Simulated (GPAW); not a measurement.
# Surface energy and work function of Sr(111) from slabs of 3 to 12 layers (PBE)

How do energy and work function of Sr(111) films settle with thickness, and what surface energy follows?

**Method.** GPAW 26.7.0, plane waves at 450 eV with PAW setups; symmetric 1×1 slabs cut at the tabulated lattice constant (two decimals; low-temperature values for the alkali metals), atoms at bulk places, 7.5 Å of vacuum on each side, one in-plane mesh for all thicknesses, Fermi-Dirac smearing of 0.1 eV. Energies are extrapolated to zero smearing and count from the program's reference atoms. Functional PBE. The cell's area is 16.007 Å².

What came out, but for one run:

| layers | energy (eV) | work function (eV) |
| --- | --- | --- |
| 3 | −4.3369 | 2.71 |
| 4 | −6.0059 | 2.72 |
| 5 | −7.6784 | 2.71 |
| 6 | −9.3508 | 2.71 |
| 7 | −11.0239 | 2.71 |
| 8 | −12.6971 | 2.71 |
| 9 | −14.3700 | 2.71 |
| 10 | −16.0427 | 2.71 |
| 11 | −17.7159 | 2.71 |
| 12 | ? | ? |

To predict: What surface energy do these runs give, and what energy and work function should the 12-layer slab have?

Worked answer. A slab of n layers has E(n) = nε + 2Aγ once its middle is bulk-like. A line through n = 6 to 11 has the slope ε = −1.6730 eV a layer and the intercept 2Aγ = 0.6871 eV (r.m.s. residual 0.1 meV). So γ = 0.6871 / (2 × 16.007 Å²) = 0.0215 eV/Å² = 0.34 J/m², with a standard error of under 0.01 J/m² from the scatter about the line. For 12 layers: 0.6871 + 12 × (−1.6730) = −19.389 eV; the run gives −19.389 eV, 0.0 meV under the line. The work function has no such law: from 6 to 11 layers it stays at 2.71 eV, and the 12-layer slab gives 2.71 eV. The thinnest slab, 3 layers, lies 0.00 eV from that mean.

**Limits.** The surfaces are unrelaxed, so γ is an upper bound for this functional and lattice constant. The tabulated lattice constant isn't the functional's own, which strains the slab a little.
